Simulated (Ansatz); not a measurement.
# PbO (Litharge): optical spectrum from first principles

Wanted: where PbO (Litharge) starts to absorb, how strongly, and its refractive index. The cell comes from an older database entry, whose edges can differ from later determinations, mostly by under a per cent.

Main program and level: Ansatz 0.2.0; DFT, PBE, plane-wave PAW, default files, scalar-relativistic, independent-particle optical response without local fields.

This is a report of a sequence of runs, with most program output left out.

The database entry behind the starting cell differs from later determinations by our own check (an axis about 0.4 % long against later determinations), so it need not match the best structure at ambient conditions.

## (1) The structure

It takes space group P4/nmm (No. 129, tetragonal). Conventional cell: a = 3.990 Å, b = 3.990 Å, c = 5.010 Å, α = 90.00°, β = 90.00°, γ = 90.00°. Pb has 4 O at 2.33 Å nearest. Nearest to O lie 4 Pb at 2.33 Å. Farther neighbours and most contacts between anions are not listed.

As a file:

```cif
data_structure
_symmetry_space_group_name_H-M 'P4/nmm:1'
_symmetry_Int_Tables_number 129
_cell_length_a 3.9900
_cell_length_b 3.9900
_cell_length_c 5.0100
_cell_angle_alpha 90.000
_cell_angle_beta 90.000
_cell_angle_gamma 90.000
_cell_volume 79.76
loop_
_atom_site_label
_atom_site_type_symbol
_atom_site_symmetry_multiplicity
_atom_site_Wyckoff_symbol
_atom_site_fract_x
_atom_site_fract_y
_atom_site_fract_z
_atom_site_occupancy
Pb1 Pb 2 c 0.50000 0.00000 0.76000 1
O1 O 2 a 0.50000 0.50000 0.00000 1
```

## (2) Ground state and bands

First the ground state: is it a metal or has it a gap?

This step: DFT, PBE, plane-wave PAW, default files, scalar-relativistic, ground state (Ansatz 0.2.0).

input.yaml reads:

```yaml
crystal:
  lattice:
    - [3.99, 0.0, 0.0]
    - [0.0, 3.99, 0.0]
    - [0.0, 0.0, 5.01]
  atoms:
    - { symbol: Pb, position: [0.5, 0.0, 0.76] }
    - { symbol: Pb, position: [0.0, 0.5, 0.24] }
    - { symbol: O, position: [0.5, 0.5, 0.0] }
    - { symbol: O, position: [0.0, 0.0, 0.0] }
kpoints:
  mp_grid: { grid: [6, 6, 5] }
  band_path:
    path:
      - [[0.0, 0.0, 0.0], [0.0, 0.5, 0.0], [0.5, 0.5, 0.0], [0.0, 0.0, 0.0], [0.0, 0.0, 0.5], [0.0, 0.5, 0.5], [0.5, 0.5, 0.5], [0.0, 0.0, 0.5]]
      - [[0.0, 0.5, 0.0], [0.0, 0.5, 0.5]]
      - [[0.5, 0.5, 0.0], [0.5, 0.5, 0.5]]
    npoints: 6
scf:
  occupations: { method: fermi_dirac, width: 0.05 }
  n_extra_bands: 8
hamiltonian:
  xc: pbe
  pseudopotentials: { kind: paw }
output:
  forces: true
  stress: true
  populations: true
  write_bands: true
  write_density: true
  write_potential: true
  elf: true
  volumetric_format: npy
```

Run with:

```sh
$ ansatz run input.yaml --threads 4 --pin off --max-ram 8192MiB --backend cpu --events-out ev --progress --plain --runs-dir out
```

The job ended after 0.76 s (4 threads of AMD EPYC 9R45, shared host; peak memory 0.46 GiB).

This step gave:

- free energy: -24947.0704 eV
- Fermi energy: 9.063 eV
- gap by band count: 1.150 eV
- electrons: 40
- symmetry operations: 16
- pressure: 2.978 GPa
- volume: 79.76 Å³
- gap on the path: 1.145 eV
- least direct gap on the path: 2.110 eV

There is a gap, 1.14 eV on the path, so no carriers' term is needed. The cell is left with a pressure of 3.0 GPa and forces up to 0.01 eV/Å, as it stands unrelaxed at this level.

Electronic bands along the path, in eV, zero at the Fermi level; v1 is the highest filled band, c1 the lowest empty one:

```csv
point,v4,v3,v2,v1,c1,c2,c3,c4
Γ,-2.24,-2.16,-2.16,-0.59,1.84,4.95,4.95,5.02
halfway,-3.02,-2.56,-2.46,-0.81,2.96,2.98,4.96,5.27
X,-3.49,-3.49,-2.24,-2.24,2.80,2.80,6.02,6.02
halfway,-2.73,-2.73,-1.98,-1.98,1.91,1.91,4.81,4.81
M,-2.25,-2.25,-1.55,-1.55,0.56,0.56,4.67,4.67
halfway,-3.36,-3.23,-1.78,-1.09,2.45,2.85,4.14,4.55
Γ,-2.24,-2.16,-2.16,-0.59,1.84,4.95,4.95,5.02
halfway,-2.26,-2.17,-2.17,-0.94,1.53,3.91,3.91,4.41
Z,-2.28,-2.19,-2.19,-1.53,1.47,3.35,3.35,3.64
halfway,-2.85,-2.58,-1.70,-1.51,1.70,2.56,3.97,5.95
R,-3.46,-3.46,-1.57,-1.57,2.49,2.49,5.65,5.65
halfway,-2.25,-2.25,-2.06,-2.06,2.84,2.84,3.99,3.99
A,-2.85,-2.85,-1.55,-1.55,2.82,2.82,4.18,4.18
halfway,-3.28,-2.16,-1.77,-1.64,1.89,3.06,3.28,5.77
Z,-2.28,-2.19,-2.19,-1.53,1.47,3.35,3.35,3.64
jump to X,-3.49,-3.49,-2.24,-2.24,2.80,2.80,6.02,6.02
halfway,-3.48,-3.48,-1.86,-1.86,2.64,2.64,5.83,5.83
R,-3.46,-3.46,-1.57,-1.57,2.49,2.49,5.65,5.65
jump to M,-2.25,-2.25,-1.55,-1.55,0.56,0.56,4.67,4.67
halfway,-2.56,-2.56,-1.55,-1.55,1.40,1.40,4.96,4.96
A,-2.85,-2.85,-1.55,-1.55,2.82,2.82,4.18,4.18
```

Electrostatic potential energy in the ac plane at fractional y = 0.000, with atoms of Pb and O within 0.2 Å of it. With pseudopotentials it is smooth inside the atoms' cores, unlike the true potential.

Ten even steps from '0' (-33 eV) to '9' (13 eV), each cell a mean:
```
01698643478840
35886200037874
99972012104899
99861034203799
99872023103799
99984000015899
99987421258999
99998876789999
99999999999999
99999999999999
99999999999999
99999999999999
99999999999999
99999999999999
57999999999996
01799999999951
00599888899830
```
Atoms in or near the plane, at fractional coordinates: Pb at (0.50, 0.76), O at (0.00, 0.00).

Valence density in the ac plane at fractional y = 0.000, with atoms of Pb and O within 0.2 Å of it. It is the smooth field of the valence electrons, not physical close to the nuclei.

Ten even steps from '0' (0.01 × 1e0 e/Å³) to '9' (9.35 × 1e0 e/Å³), each cell a mean:
```
64100000000025
22000122210012
00001356520000
00001489731000
00001378621000
00000234310000
00000011100000
00000000000000
00000000000000
00000000000000
00000000000000
00000000000000
00000000000000
00000000000000
11000000000001
53100000000014
75100000000026
```
Atoms in or near the plane, at fractional coordinates: Pb at (0.50, 0.76), O at (0.00, 0.00).

## (3) Spectrum

With the density converged, the vertical transitions are summed over the zone.

This step: DFT, PBE, plane-wave PAW, default files, scalar-relativistic, independent-particle optical response without local fields (Ansatz 0.2.0).

input.yaml, the sections that differ from step 2:

```yaml
kpoints:
  mp_grid: { grid: [6, 6, 5] }
scf:
  occupations: { method: fixed }
output:
  optics:
    e_range: [0, 22]
    de: 0.05
    sigma: 0.1
    nscf_kmesh: { grid: [8, 8, 6] }
    bands: { spectra_wanted_up_to: 22 }
# crystal, hamiltonian: as in step 2
```

Wall time 11 s (4 threads); peak memory 1.3 GiB; 40 s of CPU time.

Read-outs, printed or worked out from the files:

| Item | Value |
| --- | --- |
| electronic dielectric constant ε∞, mean over x, y and z (by symmetry where fewer were run) | 7.171 |
| absorption onset, first axis (α over 10⁴ cm⁻¹, or the direct gap if that lies higher) | 2.142 eV |
| main peak of Im epsilon, first axis | 3.761 eV |
| photocurrent from vertical transitions in a film 500 nm thick on a perfect mirror (two passes), AM1.5G, no front reflection, all carriers collected | 11.33 mA/cm² |
| least direct gap on the mesh | 2.110 eV |
| bands summed | 65 |
| spectra valid up to | 32.90 eV |
| program's estimate of the k-sum error in Im epsilon | 0.05 % |
| electrons in the f-sum | 34.03 |

The Im ε has structure finer than the step of the table below, so its rows give means over 1 eV, whole bins alone (the curve runs from 0 to 22 eV). Peaks (eV: height): E ∥ x or y 3.8: 15.9; E ∥ z 4.5: 15.6, 7.1: 7.01.

Im ε against photon energy; means over each step:

```csv
photon energy (eV),E ∥ x or y,E ∥ z
1,0,0
2,0.259,0.131
3,3.92,3.52
4,13.3,10.0
5,7.48,8.23
6,5.82,4.96
7,4.77,5.59
8,2.51,2.48
9,2.54,1.62
10,2.85,2.04
11,1.62,2.47
12,0.899,1.14
13,0.870,0.910
14,1.13,0.680
15,1.50,1.29
16,1.12,0.781
17,0.769,0.580
18,0.881,0.756
19,0.914,1.18
20,0.615,0.723
21,0.511,0.822
```

The Re ε by photon energy:

```csv
photon energy (eV),E ∥ x or y,E ∥ z
0,7.39,6.74
1,7.72,7.01
2,9.29,8.24
3,13.9,11.5
4,5.08,9.99
5,0.00516,-0.739
6,1.89,-0.358
7,-2.05,0.575
8,-0.324,-1.27
9,-0.488,-0.0531
10,0.415,0.932
11,-0.501,-0.629
12,0.105,-0.0690
13,0.653,0.0897
14,0.975,0.801
15,0.547,0.892
16,0.304,0.439
17,0.463,0.829
18,0.759,1.25
19,0.554,0.819
20,0.491,0.686
21,0.664,0.938
22,0.798,0.751
```

Values under 1 per cm are given as 1. Absorption coefficient against photon energy:

```csv
photon energy (eV),E ∥ x or y (1/cm),E ∥ z (1/cm)
0.000,1,1
0.500,1,1
1.000,1,1
1.500,1,1
2.000,562,1
2.500,34966,50933
3.000,1.2e5,95907
3.500,4.2e5,3.0e5
4.000,9.0e5,5.8e5
4.500,1.1e6,1.2e6
5.000,9.1e5,1.0e6
5.500,9.4e5,8.5e5
6.000,8.7e5,9.8e5
6.500,1.2e6,7.6e5
7.000,1.3e6,1.2e6
7.500,1.1e6,1.4e6
8.000,9.4e5,1.1e6
8.500,8.7e5,8.7e5
9.000,1.1e6,8.3e5
9.500,9.0e5,6.3e5
10.000,1.2e6,8.4e5
10.500,1.4e6,9.9e5
11.000,1.1e6,1.4e6
11.500,1.0e6,1.2e6
12.000,7.6e5,9.3e5
12.500,6.8e5,7.8e5
13.000,6.0e5,9.0e5
13.500,7.0e5,5.5e5
14.000,6.5e5,4.4e5
14.500,9.5e5,6.8e5
15.000,1.1e6,9.0e5
15.500,1.1e6,1.1e6
16.000,1.0e6,7.0e5
16.500,9.3e5,5.6e5
17.000,7.6e5,5.2e5
17.500,6.7e5,4.8e5
18.000,8.7e5,5.1e5
18.500,9.5e5,9.1e5
19.000,1.0e6,1.1e6
19.500,9.8e5,1.1e6
20.000,7.7e5,7.7e5
20.500,6.5e5,7.1e5
21.000,6.2e5,8.8e5
21.500,6.1e5,1.0e6
22.000,5.8e5,8.5e5
```

The reflectivity at normal incidence has structure finer than the step of the table below, so its rows give means over 1 eV, whole bins alone (the curve runs from 0 to 22 eV). Peaks (eV: height): E ∥ x or y 4.5: 44.5, 7.0: 42.3, 8.9: 28.0, 10.7: 34.8, 11.4: 31.1, 15.7: 14.0; E ∥ z 4.5: 46.6, 5.9: 34.8, 7.8: 45.1, 11.1: 29.2, 13.0: 15.1, 15.6: 11.9, 19.5: 8.64.

Reflectivity at normal incidence against photon energy; means over each step:

```csv
photon energy (eV),E ∥ x or y (%),E ∥ z (%)
1,22.2,20.5
2,25.7,23.8
3,33.8,30.3
4,43.0,37.4
5,37.0,38.9
6,30.2,28.7
7,38.9,33.8
8,24.7,36.7
9,21.3,16.7
10,23.6,12.4
11,30.0,25.0
12,16.0,20.0
13,6.03,11.2
14,5.85,3.51
15,10.9,8.15
16,11.5,7.68
17,6.81,2.45
18,5.10,2.84
19,7.25,6.90
20,5.61,4.49
21,2.91,3.79
```

The refractive index n and extinction k by photon energy:

```csv
photon energy (eV),"n, E ∥ x or y","k, E ∥ x or y","n, E ∥ z","k, E ∥ z"
0,2.72,0,2.60,0
1,2.78,0,2.65,0
2,3.05,0.00277,2.87,0
3,3.75,0.391,3.40,0.315
4,3.16,2.22,3.47,1.43
5,1.80,1.80,1.81,2.00
6,1.98,1.43,1.50,1.62
7,1.23,1.89,1.91,1.75
8,1.01,1.16,0.802,1.38
9,1.01,1.22,0.875,0.905
10,1.31,1.14,1.27,0.825
11,0.738,1.02,1.00,1.28
12,0.705,0.626,0.720,0.766
13,0.927,0.454,0.745,0.682
14,1.09,0.461,0.947,0.311
15,1.03,0.712,1.11,0.589
16,0.843,0.638,0.792,0.433
17,0.810,0.440,0.959,0.302
18,0.993,0.475,1.15,0.281
19,0.910,0.524,1.08,0.592
20,0.798,0.382,0.911,0.380
21,0.866,0.293,1.05,0.412
22,0.930,0.261,0.947,0.382
```

At chosen wavelengths:

```csv
wavelength (nm),n xy,k xy,R (%) xy,1/α xy,n z,k z,R (%) z,1/α z
1550,2.76,0.000,21.8,over 1 mm,2.63,0.000,20.1,over 1 mm
1064,2.80,0.000,22.5,over 1 mm,2.67,0.000,20.7,over 1 mm
800,2.88,0.000,23.5,over 1 mm,2.74,0.000,21.6,over 1 mm
633,3.02,0.001,25.3,56 µm,2.85,0.000,23.1,over 1 mm
450,3.48,0.175,30.7,204 nm,3.20,0.283,27.8,126 nm
405,3.83,0.471,35.0,68 nm,3.52,0.376,31.6,86 nm
193,1.83,1.747,33.8,8.8 nm,1.62,1.195,21.9,13 nm
```

A film 1 µm thick would pass 25 % of daylight and look orange in transmission (x = 0.557, y = 0.433). A larger true gap would move the edge to shorter wavelengths and change the colour.

At 1064 nm the birefringence n(z) − n(x) is -0.133: the crystal is uniaxial negative at this level.

The f-sum over the summed bands holds 34.0 of the cell's 40 electrons outside the frozen cores, 24 of which lie in bands more than 12 eV below the Fermi level, whose transitions come at higher energies. Up to 22 eV the strength has a mean oscillator energy of 6.6 eV, well above the main peak, so higher transitions carry much of it.

## (4) Static response with local fields

Perturbation theory gives the static response with local fields and the functional's kernel, and it needs no empty bands.

This step: DFT, PBE, plane-wave PAW, default files, scalar-relativistic, static field response by perturbation theory with local fields (Ansatz 0.2.0).

input.yaml, as its differences from that of step 3:

```diff
@@ -17,8 +17,2 @@
   pseudopotentials: { kind: paw }
-output:
-  optics:
-    e_range: [0, 22]
-    de: 0.05
-    sigma: 0.1
-    nscf_kmesh: { grid: [8, 8, 6] }
-    bands: { spectra_wanted_up_to: 22 }
+dielectric: {}
```

Wall time 10 s (4 threads); peak memory 0.86 GiB.

This step gave:

| Item | Value |
| --- | --- |
| electronic dielectric constant ε∞, mean over x, y and z (by symmetry where fewer were run) | 6.665 |

ε∞ with local fields:

```
6.87 0.00 0.00
0.00 6.87 0.00
0.00 0.00 6.27
```

Diagonal elements. Born, by row:

```csv
atom,Z*xx (e),Z*yy (e),Z*zz (e)
Pb1,3.155,3.155,2.328
Pb2,3.155,3.155,2.328
O3,-3.155,-3.155,-2.328
O4,-3.155,-3.155,-2.328
```

Mean Born charges are Pb +2.88 and O -2.88, against formal valences of +2 and -2. That of Pb exceeds its valence by 44 %, the mark of charge moving along hybridised bonds as the atoms shift.

## (5) Results

* gap on the path: 1.14 eV
* least direct gap on the path: 2.11 eV
* electronic dielectric constant ε∞, mean over x, y and z (by symmetry where fewer were run) (independent particles): 7.17
* absorption onset, first axis (α over 10⁴ cm⁻¹, or the direct gap if that lies higher): 2.14 eV
* main peak of Im epsilon, first axis: 3.76 eV
* photocurrent from vertical transitions in a film 500 nm thick on a perfect mirror (two passes), AM1.5G, no front reflection, all carriers collected: 11.3 mA/cm²
* electronic dielectric constant ε∞, mean over x, y and z (by symmetry where fewer were run) (static response with local fields): 6.67

**Reading.** At this level (PBE, independent particles) PbO has a mean ε∞ = 7.17 (6.67 with local fields) and n = 2.76 at 1550 nm (E ∥ x); absorption sets in near 2.1 eV, and Im ε peaks at 3.8 eV (E ∥ x). The gap is indirect (1.14 eV), so absorption without phonons can begin only at the direct gap of 2.11 eV. The absorption coefficient passes 10⁴ cm⁻¹ at 2.14 eV, inside the visible range. Distinct maxima of Im ε, read by a parabola through the highest points, lie at 3.76 eV (16), 6.60 eV (6.7), 8.75 eV (3.4) and 10.16 eV (3.4) for E ∥ x or y. The static values by axis are 7.39 (xy), 6.74 (z). The f-sum over the summed bands holds 34.0 of the cell's 40 electrons outside the frozen cores, 24 of which lie in bands more than 12 eV below the Fermi level, whose transitions come at higher energies. Up to 22 eV the strength has a mean oscillator energy of 6.6 eV, well above the main peak, so higher transitions carry much of it. A film 1 µm thick would pass 25 % of daylight and look orange in transmission (x = 0.557, y = 0.433). A larger true gap would move the edge to shorter wavelengths and change the colour. At 1064 nm the birefringence n(z) − n(x) is -0.133: the crystal is uniaxial negative at this level. In the base spectrum excitons and phonon-assisted transitions are missing, and so are local fields; PBE gaps are as a rule too small, which pulls the onset down and ε∞ up, while the missing spin-orbit coupling works the other way with such heavy atoms. In the base run ε includes the program's bounded estimate of what the bands above those summed add. Spin-orbit coupling is left out although heavy atoms are present.

[Logs are printed without paths, hosts, clocks, repeated set-up lines and the standing remarks that a program may print on its own settings, such as how far it seeks lower states.]

[Hosts, paths, dates, database ids (printed as entryN), source tags and the programs' standing remarks are cut or masked in the printed files.]
